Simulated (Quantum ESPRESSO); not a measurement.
# MgS (Niningerite): from the cell to the phonon bands

How does MgS (Niningerite) vibrate, and is this structure a minimum?

Calculated with Quantum ESPRESSO 7.5; DFT LDA, scalar-relativistic, plane waves, PseudoDojo norm-conserving pseudopotentials.

Most raw output is cut from this account.

**1. The structure**

Symmetry: Fm-3m, No. 225, cubic system. The conventional cell has a = 5.203 Å, b = 5.203 Å, c = 5.203 Å, α = 90.00°, β = 90.00°, γ = 90.00°. Mg has 6 S at 2.60 Å nearest. S has 6 Mg at 2.60 Å nearest. Farther neighbours and most contacts between anions are not listed.

Coordinates:

```
CELL_PARAMETERS angstrom
-2.60165 0.00000 2.60165
0.00000 2.60165 2.60165
-2.60165 2.60165 0.00000
ATOMIC_POSITIONS crystal
Mg 0.00000 0.00000 0.00000
S 0.50000 0.50000 0.50000
```

**2. A probe with smearing**

Before anything dear is run, a loose run with smearing shows whether this is a metal and how far the cell is from rest.

File probe.in:

```
&CONTROL
  calculation = 'scf'
  prefix      = 'x'
  outdir      = './tmp'
  pseudo_dir  = './pseudo'
  tprnfor     = .true.
  tstress     = .true.
  verbosity   = 'high'
/
&SYSTEM
  ibrav       = 2
  celldm(1)   = 9.83281194
  nat         = 2
  ntyp        = 2
  ecutwfc     = 84.0
  occupations = 'smearing'
  smearing    = 'gaussian'
  degauss     = 0.01
/
&ELECTRONS
  conv_thr         = 1.0d-07
  mixing_beta      = 0.7
  electron_maxstep = 100
/
ATOMIC_SPECIES
 Mg     24.3050  Mg.upf
 S      32.0600  S.upf
ATOMIC_POSITIONS crystal
 Mg     0.000000000   0.000000000   0.000000000
 S      0.500000000   0.500000000   0.500000000
K_POINTS automatic
 6 6 6 0 0 0
```

The run is started by

```sh
$ OMP_NUM_THREADS=1 mpirun -n 4 pw.x -nk 4 -in probe.in > probe.out
```

Run time: 2.9 s. Hardware: 4 MPI ranks of Intel Xeon Platinum 8559C (Emerald Rapids), shared host.

Numbers from this step:

```
volume per atom   : 17.61 Å³
pressure          : -3.147 GPa
gap on the k-mesh : 2.559 eV
```

A gap of 2.6 eV opens on this mesh, so the crystal is taken as an insulator; the start stands at -3.1 GPa.

**3. Relaxing the cell and atoms**

The relaxation runs at a cutoff a fifth above that of the response, since stress converges more slowly with the basis than frequencies do. Forces and stress are brought to rest with tight thresholds.

File relax.in:

```
&CONTROL
  calculation   = 'vc-relax'
  prefix        = 'x'
  outdir        = './tmp'
  pseudo_dir    = './pseudo'
  tprnfor       = .true.
  tstress       = .true.
  forc_conv_thr = 2.0d-05
  etot_conv_thr = 1.0d-07
  nstep         = 40
/
&SYSTEM
  ibrav       = 2
  celldm(1)   = 9.83281194
  nat         = 2
  ntyp        = 2
  ecutwfc     = 101
  occupations = 'fixed'
  nbnd        = 10
/
&ELECTRONS
  conv_thr         = 1.0d-11
  mixing_beta      = 0.7
  electron_maxstep = 100
/
&IONS
/
&CELL
  press_conv_thr = 0.2
/
ATOMIC_SPECIES
 Mg     24.3050  Mg.upf
 S      32.0600  S.upf
ATOMIC_POSITIONS crystal
 Mg     0.000000000   0.000000000   0.000000000
 S      0.500000000   0.500000000   0.500000000
K_POINTS automatic
 8 8 8 0 0 0
```

The run is started by

```sh
$ OMP_NUM_THREADS=1 mpirun -n 4 pw.x -nk 4 -in relax.in > relax.out
```

It took 20 s on 4 MPI ranks; 79 s of CPU time.

The steps of the relaxation:

```csv
step,energy less that of the first step (eV),largest force (eV/Å),pressure (GPa),volume (Å³)
1,0.0000,0.0000,-3.17,35.22
2,-0.0092,0.0000,-2.00,34.65
3,-0.0147,0.0000,-0.07,33.82
4,-0.0147,0.0000,0.00,33.79
5,-0.0147,0.0000,0.00,33.79
6,-0.0146,0.0000,0.00,33.79
```

```csv
"conventional cell, symmetrised",before,after,change
a (Å),5.203,5.132,-1.4 %
b (Å),5.203,5.132,-1.4 %
c (Å),5.203,5.132,-1.4 %
volume (Å³/atom),17.61,16.89,-4.1 %
```

Final coordinates:

```
Mg S
1.0
    -2.56588    0.00000    2.56588
     0.00000    2.56588    2.56588
    -2.56588    2.56588    0.00000
Mg S
1 1
Cartesian
  0.0000 0.0000 0.0000
  -2.5659 2.5659 2.5659
```

The last row of the table of steps is pw.x's closing run on a basis chosen anew for the final cell, so its energy can jump.

Read from the output:

```yaml
volume_per_atom: 16.89 Å³
pressure: 0 GPa
gap_on_the_k_mesh: 2.648 eV
```

The volume changes by -4.1 % from the cell with which this run began.

**4. Self-consistent run for the response**

Perturbation theory inherits every error of the wavefunctions, so the threshold is set near the limit of the arithmetic. With a gap, occupations are fixed, which also allows the response to an electric field.

File scf.in:

```
&CONTROL
  calculation = 'scf'
  prefix      = 'x'
  outdir      = './tmp'
  pseudo_dir  = './pseudo'
  tprnfor     = .true.
  tstress     = .true.
/
&SYSTEM
  ibrav       = 2
  celldm(1)   = 9.69763007
  nat         = 2
  ntyp        = 2
  ecutwfc     = 84.0
  occupations = 'fixed'
  nbnd        = 10
/
&ELECTRONS
  conv_thr         = 1.0d-12
  mixing_beta      = 0.7
  electron_maxstep = 100
/
ATOMIC_SPECIES
 Mg     24.3050  Mg.upf
 S      32.0600  S.upf
ATOMIC_POSITIONS crystal
 Mg     0.000000000   0.000000000   0.000000000
 S      0.500000000   0.500000000   0.500000000
K_POINTS automatic
 8 8 8 0 0 0
```

The run is started by

```sh
$ OMP_NUM_THREADS=1 mpirun -n 4 pw.x -nk 4 -in scf.in > scf.out
```

Wall time 5.4 s (4 MPI ranks).

Numbers from this step:

| Item | Value |
| --- | --- |
| pressure | -0.01400 GPa |

The cell stands at -0.014 GPa, close enough for phonons.

**5. Phonons on a q mesh**

Linear response treats each wavevector in the unit cell, with no supercell; the 4×4×4 mesh fixes the range of the force constants to be had.

File ph.in:

```
phonons
&INPUTPH
  prefix = 'x'
  outdir = './tmp'
  fildyn = 'x.dyn'
  tr2_ph = 1.0d-18
  epsil  = .true.
  ldisp  = .true.
  nq1    = 4
  nq2    = 4
  nq3    = 4
/
```

The run is started by

```sh
$ OMP_NUM_THREADS=1 mpirun -n 4 ph.x -nk 4 -in ph.in > ph.out
```

Elapsed: 27 min, on 4 MPI ranks; 1.8 h of CPU time.

Numbers from this step:

- miss of the charge sum rule: 0.01232 e
- largest acoustic frequency at the zone centre before the sum rule: 2.71 cm⁻¹
- highest optical zone-centre mode (no LO-TO term): 251.4 cm⁻¹
- lowest optical zone-centre mode: 251.4 cm⁻¹
- mean high-frequency dielectric constant: 5.647
- largest Born charge in size (third of the trace): 2.314 e
- lowest mode on the q mesh (acoustic ones at the zone centre apart): 108.3 cm⁻¹

Frequencies (cm⁻¹) at each irreducible wavevector; negative means imaginary. Frequencies by wavevector:

```csv
q (fractions),star,mode 1,mode 2,mode 3,mode 4,mode 5,mode 6
0 0 0,1,2.71,2.71,2.71,251.4,251.4,251.4
0 0 0.25,8,118.3,118.3,197.1,240.2,240.2,394.5
0 0 -0.5,4,185.3,185.3,210,210,299.4,367.6
0 0.25 0.25,6,108.3,108.3,222.3,265.2,265.2,316.1
0 0.25 -0.5,24,153.1,187.8,226.7,251.5,283.2,309.5
0 0.25 -0.25,12,157.5,188.4,206.6,262,281.9,324.2
0 -0.5 -0.5,3,125,125,185,278.3,278.3,314.2
0.25 -0.5 -0.25,6,171.3,171.3,239.7,241.9,297.4,297.4
```

Born charge (rows field, columns displacement), before the sum rule (e), principal values of the symmetric part by kind of site:

```csv
atom,atoms with these values,low,middle,high,mean
Mg1,1,2.30,2.30,2.30,2.30
S2,1,-2.31,-2.31,-2.31,-2.31
```

In full for Mg1:

```
2.30 0.00 0.00
0.00 2.30 0.00
0.00 0.00 2.30
```

High-frequency dielectric tensor:

```
5.65 0.00 0.00
0.00 5.65 0.00
0.00 0.00 5.65
```

The acoustic modes at Γ come out as far as 2.7 cm⁻¹ from zero, where they should vanish, a small numerical error; the Born charges miss their sum rule by 0.012 e, which is good.

**6. Force constants in real space**

The dynamical matrices of the mesh are Fourier-transformed to force constants in real space, after the long-range dipole part is taken out.

File q2r.in:

```
&INPUT
  fildyn = 'x.dyn'
  zasr   = 'simple'
  flfrc  = 'x.fc'
/
```

The run is started by

```sh
$ q2r.x < q2r.in > q2r.out
```

Wall time 0.74 s (1 thread).

**7. Interpolated phonon bands**

From the force constants any wavevector is cheap; points of the mesh come back as solved, but for the sum rule and, in polar crystals, the LO-TO term at Γ; the rest is interpolation.

File matdyn.in:

```
&INPUT
  asr              = 'simple'
  flfrc            = 'x.fc'
  flfrq            = 'x.freq'
  flvec            = 'x.modes'
  q_in_band_form   = .true.
  q_in_cryst_coord = .true.
/
8
  0.0000000   0.0000000   0.0000000  12  ! GAMMA
  0.0000000   0.5000000   0.5000000  12  ! X
  0.0000000   0.6250000   0.3750000   1  ! U
 -0.3750000   0.3750000   0.0000000  12  ! K
  0.0000000   0.0000000   0.0000000  12  ! GAMMA
  0.0000000   0.5000000  -0.0000000  12  ! L
 -0.2500000   0.5000000   0.2500000  12  ! W
  0.0000000   0.5000000   0.5000000   1  ! X
```

The run is started by

```sh
$ matdyn.x -in matdyn.in > matdyn.out
```

It took 0.71 s on 1 thread.

This step gave:

```yaml
lowest_frequency_on_the_path: 0 cm⁻¹
```

Matdyn.x, sum rule simple. Phonon branches along the path, in cm⁻¹:

```csv
point,branch 1,branch 2,branch 3,branch 4,branch 5,branch 6
Γ,0,0,0,251,251,403
halfway,108,108,222,265,265,316
X,125,125,185,278,278,314
halfway,135,155,185,273,284,312
U,158,182,214,256,292,304
jump to K,158,182,214,256,292,304
halfway,133,151,219,220,273,362
Γ,0,0,0,251,251,403
halfway,118,118,197,240,240,394
L,185,185,210,210,299,368
halfway,178,190,222,251,302,303
W,171,171,240,242,297,297
halfway,143,175,184,272,284,309
X,125,125,185,278,278,314
```

All branches are real along the path.

**8. Density of states**

Sums over the zone need many more wavevectors than were solved, so the interpolation is sampled on a dense mesh.

File matdyn.in:

```
&INPUT
  asr    = 'simple'
  flfrc  = 'x.fc'
  dos    = .true.
  fldos  = 'x.dos'
  nk1    = 15
  nk2    = 15
  nk3    = 15
  deltaE = 1.0
/
```

The run is started by

```sh
$ matdyn.x -in matdyn.in > matdyn.out
```

Wall time 4.2 s (1 thread).

Read from the output:

| Item | Value |
| --- | --- |
| share of modes beyond 3i cm⁻¹ on the dense interpolated mesh | 0 |
| zero-point energy per atom | 42.82 meV |
| heat capacity at 300 K | 22.41 J/(mol atoms K) |
| vibrational entropy at 300 K | 25.00 J/(mol atoms K) |

The phonon density of states has structure finer than the step of the table below, so its rows give means over 10 cm⁻¹, whole bins alone (the curve runs from 0 to 404 cm⁻¹). Peaks (cm⁻¹: height): total 170.0: 0.0334, 182.0: 0.0398, 212.0: 0.0388, 256.0: 0.0432, 290.0: 0.0445, 302.0: 0.0414; Mg 170.0: 0.0183, 182.0: 0.0238, 212.0: 0.0238, 256.0: 0.0223, 290.0: 0.0209, 304.0: 0.0121; S 190.0: 0.0171, 220.0: 0.0207, 266.0: 0.0216, 290.0: 0.0237, 300.0: 0.0301.

Tetrahedra. Table of phonon density of states by wavenumber; means over each step; values in 1/cm⁻¹/cell:

```csv
wavenumber (cm⁻¹),total,Mg,S
10,1.0e-5,4.0e-6,6.0e-6
20,4.0e-5,1.7e-5,2.2e-5
30,9.7e-5,4.0e-5,5.4e-5
40,3.8e-4,1.6e-4,2.2e-4
50,5.8e-4,2.5e-4,3.3e-4
60,0.00100,4.3e-4,5.7e-4
70,0.00147,6.3e-4,8.4e-4
80,0.00209,9.0e-4,0.00119
90,0.00299,0.00130,0.00169
100,0.00417,0.00185,0.00232
110,0.00614,0.00281,0.00333
120,0.00995,0.00486,0.00509
130,0.0166,0.00865,0.00800
140,0.0195,0.0103,0.00925
150,0.0218,0.0116,0.0103
160,0.0251,0.0135,0.0116
170,0.0315,0.0170,0.0145
180,0.0308,0.0170,0.0138
190,0.0332,0.0178,0.0154
200,0.0104,0.00565,0.00478
210,0.0260,0.0153,0.0107
220,0.0362,0.0163,0.0198
230,0.0274,0.0123,0.0151
240,0.0213,0.0109,0.0104
250,0.0274,0.0134,0.0140
260,0.0417,0.0209,0.0208
270,0.0373,0.0180,0.0193
280,0.0259,0.0118,0.0142
290,0.0342,0.0154,0.0189
300,0.0334,0.00928,0.0241
310,0.0204,0.00765,0.0128
320,0.00805,0.00484,0.00322
330,0.00704,0.00470,0.00234
340,0.00672,0.00470,0.00202
350,0.00671,0.00481,0.00189
360,0.00667,0.00482,0.00186
370,0.00588,0.00405,0.00183
380,0.00477,0.00308,0.00170
390,0.00367,0.00225,0.00143
```

Harmonic thermodynamic functions per atom, summed over the density of states scaled to three modes an atom; melting is ignored. Thermodynamic functions:

```csv
T (K),F_vib (meV/atom),S (J/mol-atom/K),C_V (J/mol-atom/K)
0,42.82,0,0
50,42.73,0.828,2.77
100,41.24,5.386,11.24
200,29.81,16.39,19.77
300,8.16,25,22.41
400,-21.31,31.61,23.47
500,-56.91,36.91,23.98
600,-97.51,41.31,24.27
700,-142.3,45.06,24.45
800,-190.8,48.33,24.56
900,-242.4,51.23,24.64
1000,-296.8,53.83,24.7
```

At 300 K the heat capacity has reached 90 % of the Dulong-Petit value.

**9. Modes with the sum rule**

A rigid shift of the crystal must cost nothing, but grids and finite bases break this; the acoustic sum rule is imposed before the matrix is diagonalised again. With Born charges the intensities follow, and the static dielectric tensor.

File dynmat.in:

```
&INPUT
  fildyn = 'x.dyn1'
  asr    = 'simple'
  fileig = 'dynmat.eig'
  lperm  = .true.
/
```

The run is started by

```sh
$ dynmat.x -in dynmat.in > dynmat.out
```

Elapsed: 0.68 s, on 1 thread.

Read from the output:

- mean static dielectric constant: 14.52

Unit eigenvectors of the mass-weighted matrix after the sum rule; no LO-TO term. The modes at Γ (shares of kinetic energy by element, %):

```csv
mode,frequency (cm⁻¹),symmetry,Mg %,S %
1,0.0,acoustic,43,57
2,0.0,acoustic,43,57
3,0.0,acoustic,43,57
4,251.4,T1u,57,43
5,251.4,T1u,57,43
6,251.4,T1u,57,43
```

Displacements in mode 5 (251.4 cm⁻¹), the largest set to 1:
```
Mg1  0.00  0.00  1.00
S2   0.00  0.00 -0.76
```

Degenerate modes summed, no LO-TO term. Infrared lines, with heights relative to the strongest:

```csv
position (cm⁻¹),lines merged,label,"IR intensity, relative"
251,3,T1u,100
```

Static dielectric tensor (ions relaxed, fixed cell):

```
14.52  0.00  0.00
 0.00 14.52  0.00
 0.00  0.00 14.52
```

The rule moves no optical mode by more than 0.1 cm⁻¹.

**10. Sum rules set otherwise: a sum rule for molecules or wires on a crystal**

This rule also removes rotations, which suits wires and not a crystal; it is tried to see the harm.

File dynmat.in:

```
&INPUT
  fildyn = 'x.dyn1'
  asr    = 'one-dim'
  fileig = 'dynmat.eig'
  lperm  = .true.
/
```

The run is started by

```sh
$ dynmat.x -in dynmat.in > dynmat.out
```

Run time: 0.68 s. Hardware: 1 thread.

The program raised no error, yet the settings are not those of a careful run.

The fault: a sum rule for molecules or wires on a crystal; 1 optical mode is projected out to zero frequency, as if it were a rotation, and the static dielectric tensor is spoilt.

For a crystal the rule has to be 'simple' or 'crystal'.

Zone-centre frequencies as printed; negative means imaginary. Modes:

```csv
mode,frequency (cm⁻¹)
1,0
2,0
3,0
4,0
5,251.4
6,251.4
```

**11. The LO-TO splitting (1 0 0)**

A longitudinal polar mode sets up a macroscopic field that stiffens it; the term hangs on the direction from which q goes to zero.

File dynmat.in:

```
&INPUT
  fildyn = 'x.dyn1'
  asr    = 'simple'
  fileig = 'dynmat.eig'
  q(1)   = 1.0
  q(2)   = 0.0
  q(3)   = 0.0
/
```

The run is started by

```sh
$ dynmat.x -in dynmat.in > dynmat.out
```

Run time: 0.67 s. Hardware: 1 thread.

This step gave:

- highest mode moved by the LO-TO term: 403.2 cm⁻¹

Zone-centre frequencies as printed; negative means imaginary. Modes:

```csv
mode,frequency (cm⁻¹)
1,0
2,0
3,0
4,251.4
5,251.4
6,403.2
```

The field moves one mode, from 251 to 403 cm⁻¹; the others stay.

**12. The dispersion under another sum rule (asr crystal)**

The sum rule corrects the force constants themselves, so it can shift branches at any wavevector, low ones most.

File matdyn.in:

```
&INPUT
  asr              = 'crystal'
  flfrc            = 'x.fc'
  flfrq            = 'x.freq'
  flvec            = 'x.modes'
  q_in_band_form   = .true.
  q_in_cryst_coord = .true.
/
8
  0.0000000   0.0000000   0.0000000   8  ! GAMMA
  0.0000000   0.5000000   0.5000000   8  ! X
  0.0000000   0.6250000   0.3750000   1  ! U
 -0.3750000   0.3750000   0.0000000   8  ! K
  0.0000000   0.0000000   0.0000000   8  ! GAMMA
  0.0000000   0.5000000  -0.0000000   8  ! L
 -0.2500000   0.5000000   0.2500000   8  ! W
  0.0000000   0.5000000   0.5000000   1  ! X
```

The run is started by

```sh
$ matdyn.x -in matdyn.in > matdyn.out
```

Run time: 0.69 s. Hardware: 1 thread.

At the labelled points the branches move by no more than 0.2 cm⁻¹.

**13. Results**

```
space group after relaxation                                       : Fm-3m
volume per atom                                                    : 16.9 Å³
gap on the k-mesh                                                  : 2.65 eV
highest optical zone-centre mode (no LO-TO term)                   : 251.4 cm⁻¹
highest mode moved by the LO-TO term                               : 403.2 cm⁻¹
mean high-frequency dielectric constant                            : 5.65
largest Born charge in size (third of the trace)                   : 2.31 e
mean static dielectric constant                                    : 14.5
q mesh                                                             : 4×4×4
lowest mode on the q mesh (acoustic ones at the zone centre apart) : 108.3 cm⁻¹
zero-point energy per atom                                         : 42.8 meV
heat capacity at 300 K                                             : 22.4 J/(mol atoms K)
vibrational entropy at 300 K                                       : 25.0 J/(mol atoms K)
imaginary modes on the q mesh                                      : none
```

What this shows: MgS (Niningerite) is dynamically stable on the 4×4×4 mesh; its spectrum reaches 403 cm⁻¹. At the LDA level the optical modes of MgS (Niningerite) at the zone centre (no LO-TO term) lie at 251 cm⁻¹. Along the directions run, the highest mode that the macroscopic field moves lies at 403 cm⁻¹. Lattice motion raises the mean dielectric constant from 5.647 to 14.52. The Born charge of S is -2.314 e against a formal charge of -2, somewhat above it. The Lyddane-Sachs-Teller relation holds: (ωLO/ωTO)² is 2.57 and ε₀/ε∞ is 2.57. These are harmonic frequencies at zero temperature: anharmonic shifts and linewidths and thermal expansion are left out.

[Host names and launcher messages were left out of these logs when they were recorded.]

[Logs are printed without paths, hosts, clocks, repeated set-up lines and the standing remarks that a program may print on its own settings, such as how far it seeks lower states.]

[Hosts, paths, dates, database ids (printed as entryN), source tags and the programs' standing remarks are cut or masked in the printed files.]
